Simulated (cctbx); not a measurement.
## Interatomic vectors of DyP3N2

Space group P2_1/m (no. 11), a = 4.7790 Å, b = 8.9060 Å, c = 5.0720 Å, α = 90.00°, β = 101.95°, γ = 90.00°, content Dy2 P6 N4.

The data are simulated with cctbx, not measured: Mo Kα, λ = 0.71073 Å, to d = 0.77 Å, 70 % of the full sphere, strongest reflection 70000 counts, noise from counting, a 2 % proportional error and a noise floor of 8 counts (s.d.); no absorption.

Patterson synthesis from sharpened amplitudes, origin scaled to 1000:

```text
Patterson group P 1 2/m 1
      u       v       w   height  length (A)
  0.000   0.000   0.000   1000.0     0.00
 -0.018   0.500   0.295    450.0     4.70
  0.398   0.158   0.383    129.2     2.80
  0.378   0.344   0.671    124.0     4.09
  0.261   0.000   0.533     86.7     2.89
  0.274   0.500   0.234     82.4     4.72
  0.169   0.067   0.938     54.1     1.10
  0.268   0.282   0.057     49.7     2.81
  0.076   0.000   0.807     49.0     1.11
  0.288   0.217   0.752     47.9     2.82
  0.237   0.000   0.008     46.6     1.13
  0.200   0.000   0.926     45.3     1.10
  0.128   0.046   0.855     44.1     1.13
  0.127   0.103   0.982     43.1     1.12
```

Q: Assign the vectors.

A peak at u stands for all pairs with xi − xj = u, with weight Σ ZiZj against Σ Z² = 10258 at the origin. Peak heights follow these weights only roughly, since form factors, motion and series ripples differ, all vectors within 0.55 Å of a peak are counted as merged into it though the farther ones add only part of their weight, and F(000) is left out, which lowers the whole map:

| u | v | w | shortest length (Å) | height | 1000 ΣZiZj/ΣZ² | pairs in the cell |
| --- | --- | --- | --- | --- | --- | --- |
| -0.018 | 0.500 | 0.295 | 4.70 | 450 | 425 | 1 × Dy–Dy |
| 0.398 | 0.158 | 0.383 | 2.80 | 129 | 193 | 2 × Dy–P |
| 0.378 | 0.344 | 0.671 | 4.08 | 124 | 193 | 2 × Dy–P |
| 0.261 | 0.000 | 0.533 | 2.73 | 87 | 193 | 2 × Dy–P |
| 0.274 | 0.500 | 0.234 | 4.72 | 82 | 193 | 2 × Dy–P |
| 0.169 | 0.067 | 0.938 | 1.10 | 54 | 0 | none within 0.55 Å |
| 0.268 | 0.282 | 0.057 | 2.81 | 50 | 90 | 2 × Dy–N |
| 0.076 | 0.000 | 0.807 | 1.11 | 49 | 0 | none within 0.55 Å |
| 0.288 | 0.217 | 0.752 | 2.82 | 48 | 90 | 2 × Dy–N |
| 0.237 | 0.000 | 0.008 | 1.12 | 47 | 0 | none within 0.55 Å |

The table stops at ten peaks or at a height of 45, below which ripples compete. In the model behind the data Dy, the heaviest element, has 1 independent site: (0.9903, 1/4, 0.6466), up to an allowed shift of origin; the Dy–Dy vectors are differences of these positions and their symmetry mates. The whole model:

| atom | mult. | x | y | z | Ueq (Å²) |
| --- | --- | --- | --- | --- | --- |
| Dy1 | 2 | 0.9903 | 1/4 | 0.6466 | 0.0124 |
| P1 | 4 | 0.6050 | 0.9053 | 0.9679 | 0.0286 |
| P2 | 2 | 0.7174 | 1/4 | 0.1172 | 0.0426 |
| N1 | 4 | 0.7115 | 0.9742 | 0.5844 | 0.0337 |

The model was made for the exercise: a known structure type with other elements put in, its volume estimated, not relaxed; displacement parameters are assumed.

[Logs are printed without paths, hosts, clocks, repeated set-up lines and the standing remarks that a program may print on its own settings, such as how far it seeks lower states.]
